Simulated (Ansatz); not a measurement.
# SnO (Romarchite, P4/nmm): zone-centre modes under pressure, part 2 of 3

Wanted: Grüneisen parameters and pressure coefficients of the modes of SnO (Romarchite, P4/nmm).

Ansatz 0.2.0; DFT PBE+D3(BJ), scalar-relativistic, plane waves, PAW; PAW set soft_1.

So far. Step 4 (Tight relaxation): The largest force component left is 0.23 meV/Å and the pressure is -0.004 GPa, within the tolerances set. The cell now holds 17.52 Å³/atom.

### Step 5. Modes at rest

The force constants come from the linear response of the density to a displacement.

The modes at rest are the reference of the series.

input.yaml reads:

```yaml
crystal:
  lattice:
    - [3.8367297119, 0.0, 0.0]
    - [0.0, 3.8367297119, 0.0]
    - [0.0, 0.0, 4.7598365406]
  atoms:
    - { symbol: O, position: [0.0, 0.0, 0.0] }
    - { symbol: O, position: [0.5, 0.5, 0.0] }
    - { symbol: Sn, position: [0.5, 0.0, 0.2432607667] }
    - { symbol: Sn, position: [0.0, 0.5, 0.7567392333] }
kpoints:
  mp_grid: { grid: [12, 12, 10] }
hamiltonian:
  xc: pbe
  dispersion: d3bj
  pseudopotentials: { kind: paw, azcp: { folder: soft_1 } }
scf:
  occupations: { method: methfessel_paxton, width: 0.2 }
output:
  eigenvalues: true
phonons:
  method: dfpt
```

The run is started by

```bash
$ ansatz run input.yaml --threads 8 --pin off --max-ram 16384MiB --backend cpu --events-out ev --progress --plain --runs-dir out
```

Numbers of over 12 decimals in the logs are rounded to 6 here.

Log:

```text
zone centre: on kpoints.mp_grid the ground state, and the responses unless they are solved on pairs of k-points, stand on 294 of the mesh's 1440 k-points, reduced under 4 symmetry operations, with k and −k counted as one. Each operation leaves every solved displacement unchanged or reverses it
[...]
Crystal: 4 atoms, lattice volume = 70.067 Å³
Basis set: ecut = 420 eV, 1359 PW (Γ), exchange–correlation on 60×60×64 points (8 copies of the dense FFT grid, shifted against one another)
Bands: 24, of which v1, the nominal top of the filled ones, is band 20 counted from 1 (19 counted from 0)
Symmetry: 16 space group operations
k-points: 294 of 1440 (irreducible under 4 space group operations, time reversal used)
[...]
SCF iter   1: F=—  HF=-13184.980467 eV  |F-HF|=—  |Δ(HF+E_count)|=         —  Δρ=4.78e-2  dr2=2.07e0  ethr=3.10e-3  ⟨swp⟩=5.4  Hψ=31463  notcnv=0
[...]
SCF iter  13: F=-13184.480304 eV  HF=-13184.480304 eV  |F-HF|=3.64e-12  |Δ(HF+E_count)|=  8.73e-11  S|Δr|=    0.00e0  Δρ=1.09e-7  dr2=7.14e-12  ethr=1.00e-12  ⟨swp⟩=5.1  Hψ=37356  notcnv=0
SCF 1 converged in 13 iterations: F = -13184.480304 eV  dr2 = 7.14e-12
[...]
DFPT response loops at Γ: preconditioner auto → Kerker (q_TF=auto, 2.485 Å⁻¹) (partly filled bands, converged f_vac=0.012); β = 1.00, the filter's whole step (`scf.mixing.beta` (0.50) is not read by the response loops under this deck's `scf.mixing.preconditioner`; to damp them name `kerker` or `kerker_dos`, under which they read `scf.mixing.beta`, and type it under 1.00, their step now; both keys bind the ground state too); Broyden in place of MSR1
SCF converged after 13 iterations
[...]
Free energy (F): -13184.480304 eV
[...]
Internal energy: -13184.481142 eV  (E = F + TS)
E sigma→0 (E₀):  -13184.480513 eV
Entropy (-TS):   0.000838 eV (0.209 meV/atom)
Fermi energy:    10.020752 eV
Step filling:    the computed levels leave a gap of 0.0000 eV = 0.0 smearing widths at the electron count; against every level under it full and every level over it empty, smearing changes F+E_penalty+E_count by +0.267 meV and its σ→0 estimate by +0.057 meV
[...]
--- Band table (eV; the first three rows and the last of 294) ---
  k-point 0: bands = [... 16 lower, 6.6131, 6.9048, 6.9048, 9.9514, 12.1443, 14.4748, 14.4748, 14.6521]
  k-point 1: bands = [... 16 lower, 6.6050, 6.9033, 6.9033, 9.8847, 12.0044, 14.1505, 14.1505, 14.6566]
  k-point 2: bands = [... 16 lower, 6.5836, 6.8992, 6.8992, 9.6301, 11.7597, 13.6189, 13.6189, 14.4674]
  k-point 293: bands = [... 16 lower, 7.2021, 7.2021, 7.5531, 7.5531, 12.2847, 12.2847, 14.1808, 14.1808]
--- Phonons (Γ-DFPT): 4 representative perturbations + reference, on 294 of 1440 k-points (Σ response iterations 14) ---
  k mesh reduced under 4 symmetry operations, with k and −k counted as one. Each operation leaves every solved displacement unchanged or reverses it
  ASR residual: 3.475e-5 → 0.000e0 eV/Å²; symmetrization residual: 2.436e-6 eV/Å²
  pairwise dispersion correction: d3bj (s6 = 1.0, s8 = 0.7875, a1 = 0.4289, a2_bohr = 4.4407), with the weights of each atom's references fixed at the reference crystal's, and the forces and stress that the weights' published response gives there kept as a pressure on the atom's counted neighbours (hamiltonian.dispersion)
  ASR residual per site (eV/Å²): 3.48e-5 3.48e-5 1.77e-5 1.77e-5
  Γ frequencies (cm⁻¹): 0.00 0.00 0.00 110.49 110.49 204.92 255.10 255.10 339.26 360.09 450.23 450.23
  non-analytic LO–TO correction: not included (Born effective charges unavailable; polar crystals: no LO–TO splitting at Γ)
```

The job ended after 36 s (8 threads of Arm Neoverse V1, shared host; peak memory 1.7 GiB).

Numbers from this step:

| Property | Result |
| --- | --- |
| sum-rule residual before enforcement | 3.48e-5 eV/Å² |
| point group | 4/mmm |
| highest optical mode at the zone centre (no LO-TO term) | 450.2 cm⁻¹ |
| lowest optical zone-centre mode | 110.5 cm⁻¹ |

Patterns of degenerate modes are one choice out of their space. Modes at Γ, with each element's share of the kinetic energy:

| mode | frequency (cm⁻¹) | symmetry | O % | Sn % |
| --- | --- | --- | --- | --- |
| 1 | 0.0 | acoustic | 12 | 88 |
| 2 | 0.0 | acoustic | 12 | 88 |
| 3 | 0.0 | acoustic | 12 | 88 |
| 4 | 110.5 | Eg | 0 | 100 |
| 5 | 110.5 | Eg | 0 | 100 |
| 6 | 204.9 | A1g | 0 | 100 |
| 7 | 255.1 | Eu | 88 | 12 |
| 8 | 255.1 | Eu | 88 | 12 |
| 9 | 339.3 | B1g | 100 | 0 |
| 10 | 360.1 | A2u | 88 | 12 |
| 11 | 450.2 | Eg | 100 | 0 |
| 12 | 450.2 | Eg | 100 | 0 |

Displacements in mode 4 (110.5 cm⁻¹), the largest set to 1:
```
O1   0.00 -0.14  0.00
O2   0.00  0.14  0.00
Sn3  0.02  1.00  0.00
Sn4 -0.02 -1.00  0.00
```

Displacements in mode 8 (255.1 cm⁻¹), the largest set to 1:
```
O1   1.00  0.09  0.00
O2   1.00  0.09  0.00
Sn3 -0.13 -0.01  0.00
Sn4 -0.13 -0.01  0.00
```

Before it was imposed, the acoustic sum rule was missed by 3.5e-5 eV/Å². Small misses are needed for a sound result but don't prove that mesh and cutoff are converged. The lowest optical mode is real, 110 cm⁻¹.

### Step 6. Relaxation of a member: 1.06 times the volume at rest

The cell is set to 1.06 times the volume at rest, and shape and atoms relax at that volume.

input.yaml, the sections that differ from step 5:

```yaml
crystal:
  lattice:
    - [3.8783389351, 0.0, 0.0]
    - [0.0, 3.8783389351, 0.0]
    - [0.0, 0.0, 4.9377465495]
  atoms:
    - { symbol: O, position: [0.0, 0.0, 0.0] }
    - { symbol: O, position: [0.5, 0.5, 0.0] }
    - { symbol: Sn, position: [0.5, 0.0, 0.2361347418] }
    - { symbol: Sn, position: [0.0, 0.5, 0.7638652582] }
output:
  forces: true
  stress: true
  eigenvalues: true
relax:
  adjacent_minimum: "off"
  f_tol: 0.001
  max_steps: 60
  cell: { stress_tol: 0.01, fix: [volume] }
# kpoints, hamiltonian, scf: as in step 5
# phonons: removed
```

Log:

```text
[...]
Crystal: 4 atoms, lattice volume = 74.271 Å³
Basis set: ecut = 420 eV, 1473 PW (Γ), exchange–correlation on 54×54×72 points (8 copies of the dense FFT grid, shifted against one another)
Bands: 24, of which v1, the nominal top of the filled ones, is band 20 counted from 1 (19 counted from 0)
Symmetry: 16 space group operations
[...]
k-points: 168 of 1440
[...]
--- Relaxed structure (6 steps of the walk, 6 accepted, 2 SCFs on fresh bases) ---
[...]
cell:  # Å, volume = 74.2712 Å³
    - [3.860508, 0, 0.0]
    - [0, 3.860508, 0.0]
    - [0.0, 0.0, 4.983465]
  atoms:
    - { symbol: O, position: [0, 0, 0] }
    - { symbol: O, position: [0.5, 0.5, 0] }
    - { symbol: Sn, position: [0.5, 0, 0.232614] }
    - { symbol: Sn, position: [0, 0.5, 0.767386] }
[key lines of the parts left out:]
SCF converged after 6 iterations
Free energy (F): -13184.458664 eV
Fermi energy:    9.167966 eV
P = ⅓ Tr σ = -1.5056 GPa (-15.056 kbar)
```

Wall time 19 s (8 threads); peak memory 0.59 GiB; 2.3 min of CPU time.

Step by step:

| step | energy less that of the first step (eV) | largest force component (eV/Å) | pressure (GPa) | volume (Å³) |
| --- | --- | --- | --- | --- |
| 1 | 0.0000 | 0.2397 | -2.64 | 74.27 |
| 2 | -0.0024 | 0.1949 | -1.10 | 74.27 |
| 3 | -0.0048 | 0.0037 | -1.60 | 74.27 |
| 4 | -0.0049 | 0.0027 | -1.56 | 74.27 |
| 5 | -0.0049 | 0.0002 | -1.53 | 74.27 |
| 6* | -0.0050 | 0.0004 | -1.53 | 74.27 |
| 7 | -0.0050 | 0.0000 | -1.51 | 74.27 |
| 8* | -0.0050 | 0.0000 | -1.51 | 74.27 |

Relaxation steps marked * repeat the geometry before them on a plane-wave basis chosen anew for their cell, so energy and pressure can jump there.

Forces are held to the 16 operations that the run works with; a distortion that breaks them can't arise in this run.

| conventional cell, symmetrised | before | after | change |
| --- | --- | --- | --- |
| a (Å) | 3.878 | 3.861 | -0.5 % |
| b (Å) | 3.878 | 3.861 | -0.5 % |
| c (Å) | 4.938 | 4.983 | +0.9 % |
| volume (Å³/atom) | 18.57 | 18.57 | -0.0 % |

The atoms that moved most (Å, as changes of fractional coordinates times the final cell):

| atom | dx | dy | dz | length |
| --- | --- | --- | --- | --- |
| Sn4 | 0.000 | 0.000 | 0.018 | 0.018 |
| Sn3 | 0.000 | 0.000 | -0.018 | 0.018 |

The relaxed structure:

```xyz
4
Lattice="3.8605 0.0000 0.0000 0.0000 3.8605 0.0000 0.0000 0.0000 4.9835" Properties=species:S:1:pos:R:3 pbc="T T T"
O     0.0000    0.0000    0.0000
O     1.9303    1.9303    0.0000
Sn    1.9303    0.0000    1.1592
Sn    0.0000    1.9303    3.8242
```

This step gave:

```yaml
pressure: -1.506 GPa
volume_per_atom: 18.57 Å³
gap_on_the_k_mesh: 0.3579 eV
```

The largest force component left is 0.0085 meV/Å, at a pressure of -1.51 GPa.

### Step 7. Modes of this member: 1.06 times the volume at rest

The zone-centre modes follow for 1.06 times the volume at rest.

input.yaml, the sections that differ from step 6:

```yaml
crystal:
  lattice:
    - [3.8605079329, 0.0, 0.0]
    - [0.0, 3.8605079329, 0.0]
    - [0.0, 0.0, 4.983465042]
  atoms:
    - { symbol: O, position: [0.0, 0.0, 0.0] }
    - { symbol: O, position: [0.5, 0.5, 0.0] }
    - { symbol: Sn, position: [0.5, 0.0, 0.2326137305] }
    - { symbol: Sn, position: [0.0, 0.5, 0.7673862695] }
scf:
  occupations: { method: fixed }
output:
  eigenvalues: true
phonons:
  method: dfpt
# kpoints, hamiltonian: as in step 6
# relax: removed
```

Log:

```text
[...]
Crystal: 4 atoms, lattice volume = 74.271 Å³
Basis set: ecut = 420 eV, 1489 PW (Γ), exchange–correlation on 60×60×72 points (8 copies of the dense FFT grid, shifted against one another)
Bands: 24, of which v1, the nominal top of the filled ones, is band 20 counted from 1 (19 counted from 0)
Symmetry: 16 space group operations
k-points: 294 of 1440 (irreducible under 4 space group operations, time reversal used)
[...]
SCF iter   1: F=—  HF=-13184.977024 eV  |F-HF|=—  |Δ(HF+E_count)|=         —  Δρ=4.69e-2  dr2=2.14e0  ethr=3.10e-3  ⟨swp⟩=4.8  Hψ=28687  notcnv=0  defer=549
[...]
SCF iter  11: F=-13184.459071 eV  HF=-13184.459071 eV  |F-HF|=3.64e-12  |Δ(HF+E_count)|=  2.40e-10  Δρ=1.07e-7  dr2=7.72e-12  ethr=1.00e-12  ⟨swp⟩=9.3  Hψ=44327  notcnv=0
SCF 1 converged in 11 iterations: F = -13184.459071 eV  dr2 = 7.72e-12
[...]
DFPT response loops at Γ: preconditioner auto → Resta (q_TF=auto, 2.461 Å⁻¹)  ε∞=12.9 (no band partly filled); β = 1.00, the filter's whole step (`scf.mixing.beta` (0.50) is not read by the response loops at its default; to damp them type it under 1.00, their step now; it binds the ground state too); Broyden in place of MSR1
SCF converged after 11 iterations
Free energy (F): -13184.459071 eV
[...]
Internal energy: -13184.459071 eV  (E = F + TS)
E sigma→0 (E₀):  -13184.459071 eV
Fermi energy:    9.080017 eV
[...]
--- Band table (eV; the first three rows and the last of 294) ---
  k-point 0: bands = [... 16 lower, 5.8788, 6.1579, 6.1579, 9.0788, 11.0748, 13.3169, 13.8762, 13.8762]
  k-point 1: bands = [... 16 lower, 5.8731, 6.1568, 6.1568, 8.9828, 10.9820, 13.3660, 13.5157, 13.5157]
  k-point 2: bands = [... 16 lower, 5.8586, 6.1532, 6.1532, 8.6666, 10.8354, 13.0098, 13.0098, 13.3511]
  k-point 293: bands = [... 16 lower, 6.6105, 6.6105, 6.7994, 6.7994, 11.5952, 11.5952, 12.9397, 12.9397]
[...]
ASR residual: 2.646e-5 → 0.000e0 eV/Å²; symmetrization residual: 2.012e-6 eV/Å²
[...]
ASR residual per site (eV/Å²): 2.21e-5 2.21e-5 2.65e-5 2.65e-5
[...]
```

It took 37 s on 8 threads; peak memory 1.8 GiB; 4.5 min of CPU time.

This step gave:

```
sum-rule residual before enforcement                    : 2.65e-5 eV/Å²
highest optical mode at the zone centre (no LO-TO term) : 434.3 cm⁻¹
lowest optical zone-centre mode                         : 105.9 cm⁻¹
```

Patterns of degenerate modes are one choice out of their space. Modes at Γ, with each element's share of the kinetic energy:

| mode | frequency (cm⁻¹) | symmetry | O % | Sn % |
| --- | --- | --- | --- | --- |
| 1 | 0.0 | acoustic | 12 | 88 |
| 2 | 0.0 | acoustic | 12 | 88 |
| 3 | 0.0 | acoustic | 12 | 88 |
| 4 | 105.9 | Eg | 0 | 100 |
| 5 | 105.9 | Eg | 0 | 100 |
| 6 | 201.8 | A1g | 0 | 100 |
| 7 | 243.6 | Eu | 88 | 12 |
| 8 | 243.6 | Eu | 88 | 12 |
| 9 | 329.4 | B1g | 100 | 0 |
| 10 | 366.4 | A2u | 88 | 12 |
| 11 | 434.3 | Eg | 100 | 0 |
| 12 | 434.3 | Eg | 100 | 0 |

Without the LO-TO term the lowest optical mode is real, 106 cm⁻¹, and the highest lies at 434.3 cm⁻¹.

For the highest optical mode at the zone centre (no LO-TO term), step 5 gave 450 cm⁻¹; this run, with occupations fixed and volume ratio 1.06, gives 434 cm⁻¹ (-4 %).

### Step 8. A member of the series: 0.9 times the volume at rest

The cell is set to 0.9 times the volume at rest, and shape and atoms relax at that volume.

input.yaml, the sections that differ from step 7:

```yaml
crystal:
  lattice:
    - [3.7548699826, 0.0, 0.0]
    - [0.0, 3.7548699826, 0.0]
    - [0.0, 0.0, 4.4726730394]
  atoms:
    - { symbol: O, position: [0.0, 0.0, 0.0] }
    - { symbol: O, position: [0.5, 0.5, 0.0] }
    - { symbol: Sn, position: [0.5, 0.0, 0.2578996755] }
    - { symbol: Sn, position: [0.0, 0.5, 0.7421003245] }
scf:
  occupations: { method: methfessel_paxton, width: 0.2 }
output:
  forces: true
  stress: true
  eigenvalues: true
relax:
  adjacent_minimum: "off"
  f_tol: 0.001
  max_steps: 60
  cell: { stress_tol: 0.01, fix: [volume] }
# kpoints, hamiltonian: as in step 7
# phonons: removed
```

Log:

```text
[...]
Crystal: 4 atoms, lattice volume = 63.060 Å³
Basis set: ecut = 420 eV, 1223 PW (Γ), exchange–correlation on 54×54×60 points (8 copies of the dense FFT grid, shifted against one another)
Bands: 24, of which v1, the nominal top of the filled ones, is band 20 counted from 1 (19 counted from 0)
Symmetry: 16 space group operations
[...]
k-points: 168 of 1440
[...]
--- Relaxed structure (5 steps of the walk, 5 accepted, 2 SCFs on fresh bases) ---
[...]
cell:  # Å, volume = 63.0604 Å³
    - [3.764088, 0, 0.0]
    - [0, 3.764088, 0.0]
    - [0.0, 0.0, 4.450793]
  atoms:
    - { symbol: O, position: [0, 0, -1.9392469119646572e-19] }
    - { symbol: O, position: [0.5, 0.5, -1.9392469119646606e-19] }
    - { symbol: Sn, position: [0.5, 0, 0.261653] }
    - { symbol: Sn, position: [0, 0.5, 0.738347] }
[key lines of the parts left out:]
SCF converged after 6 iterations
Free energy (F): -13184.384846 eV
Fermi energy:    11.596604 eV
P = ⅓ Tr σ = 4.9695 GPa (49.695 kbar)
```

It took 15 s on 8 threads; peak memory 0.55 GiB; 1.8 min of CPU time.

Relaxation path:

| step | energy less that of the first step (eV) | largest force component (eV/Å) | pressure (GPa) | volume (Å³) |
| --- | --- | --- | --- | --- |
| 1 | 0.0000 | 0.3101 | 6.21 | 63.06 |
| 2 | -0.0036 | 0.1841 | 4.37 | 63.06 |
| 3 | -0.0054 | 0.0021 | 4.96 | 63.06 |
| 4 | -0.0054 | 0.0000 | 4.97 | 63.06 |
| 5* | -0.0054 | 0.0001 | 4.97 | 63.06 |
| 6 | -0.0054 | 0.0002 | 4.97 | 63.06 |
| 7* | -0.0054 | 0.0002 | 4.97 | 63.06 |

Relaxation steps marked * repeat the geometry before them on a plane-wave basis chosen anew for their cell, so energy and pressure can jump there.

Forces are held to the 16 operations that the run works with; a distortion that breaks them can't arise in this run.

| conventional cell, symmetrised | before | after | change |
| --- | --- | --- | --- |
| a (Å) | 3.755 | 3.764 | +0.2 % |
| b (Å) | 3.755 | 3.764 | +0.2 % |
| c (Å) | 4.473 | 4.451 | -0.5 % |
| volume (Å³/atom) | 15.77 | 15.77 | +0.0 % |

The atoms that moved most (Å, as changes of fractional coordinates times the final cell):

| atom | dx | dy | dz | length |
| --- | --- | --- | --- | --- |
| Sn4 | 0.000 | 0.000 | -0.017 | 0.017 |
| Sn3 | 0.000 | 0.000 | 0.017 | 0.017 |

Final coordinates:

```cif
data_structure
_symmetry_space_group_name_H-M 'P 1'
_symmetry_Int_Tables_number 1
_cell_length_a 3.7641
_cell_length_b 3.7641
_cell_length_c 4.4508
_cell_angle_alpha 90.000
_cell_angle_beta 90.000
_cell_angle_gamma 90.000
_cell_volume 63.06
loop_
_atom_site_label
_atom_site_type_symbol
_atom_site_fract_x
_atom_site_fract_y
_atom_site_fract_z
_atom_site_occupancy
O1 O 0.00000 0.00000 0.00000 1
O2 O 0.50000 0.50000 0.00000 1
Sn3 Sn 0.50000 0.00000 0.26165 1
Sn4 Sn 0.00000 0.50000 0.73835 1
```

This step gave:

```yaml
pressure: 4.970 GPa
volume_per_atom: 15.77 Å³
gap_on_the_k_mesh: 0 eV
```

The largest force component left is 0.19 meV/Å, at a pressure of 4.97 GPa.

(Continued in part 3 of 3.)

[Logs are printed without paths, hosts, clocks, repeated set-up lines and the standing remarks that a program may print on its own settings, such as how far it seeks lower states.]

[Hosts, paths, dates, database ids (printed as entryN), source tags and the programs' standing remarks are cut or masked in the printed files.]
